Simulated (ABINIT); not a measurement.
Planning a run of ABINIT 10.8.3 on SiO2 (P6_322). The input:

```
acell 3*1.0 Angstrom
rprim 
  5.069073888499 -0.000000000025 0.000000000000
  -2.534536944228 4.389946761113 0.000000000000
  0.000000000000 0.000000000000 8.558488540000
ntypat 2
znucl 14 8
natom 12
typat 1 1 1 1 2 2 2 2 2 2 2 2
xred 
  0.666666666667 0.333333333333 0.937125800000
  0.666666666667 0.333333333333 0.562874200000
  0.333333333333 0.666666666667 0.062874200000
  0.333333333333 0.666666666667 0.437125800000
  0.000000000000 0.421258740000 0.000000000000
  0.421258740000 0.421258740000 0.500000000000
  0.578741260000 0.000000000000 0.500000000000
  0.578741260000 0.578741260000 0.000000000000
  0.000000000000 0.578741260000 0.500000000000
  0.666666666667 0.333333333333 0.750000000000
  0.333333333333 0.666666666667 0.250000000000
  0.421258740000 0.000000000000 0.000000000000
pp_dirpath "pseudos"
pseudos "Si.upf, O.upf"
ecut 36
ngkpt 3 3 1
nshiftk 1
shiftk 0 0 0
kptopt 1
chksymbreak 0
istwfk *1
occopt 1
irdwfk 1
optdriver 4
nband 237
gwcalctyp 0
ecutsigx 36
symsigma 1
nkptgw 2
kptgw 
  0.3333333333 0.0000000000 0.0000000000
  0.0000000000 0.0000000000 0.0000000000
bdgw 
  31 34
  31 34
ecuteps 3.33
irdscr 1
ppmodel 1
indata_prefix "in"
outdata_prefix "out"
tmpdata_prefix "tmp"
```

```sh
OMP_NUM_THREADS=1 mpirun -n 4 abinit run.abi > log
```

**Question.** How long will it take on 4 MPI ranks of Arm Neoverse V1, shared host, and how much memory?

It took 19 s; on shared hardware allow 9.7 s to 39 s. Peak host memory was 1.3 GiB.

[Paths, hosts, dates, memory and timing lines, banners, echoed tables and standing remarks are left out of the program output.]

[Logs are printed without paths, hosts, clocks, repeated set-up lines and the standing remarks that a program may print on its own settings, such as how far it seeks lower states.]

[Runs of the session that timed out or met a known fault of the program may be left out.]

[No measured gap is set beside runs whose start may be inverted or whose files or cutoffs have a known fault.]

[Hosts, paths, dates, database ids (printed as entryN), source tags and the programs' standing remarks are cut or masked in the printed files.]

[G0W0 gaps are taken among the corrected bands and points alone; a level outside them can change the order at an edge.]

[Where Ansatz stands beside ABINIT at settings called matched, ABINIT's density can come from a denser mesh and the files from another edition; pairs whose starting gaps differed by over 0.03 eV were left out, so agreement reads better than it is.]
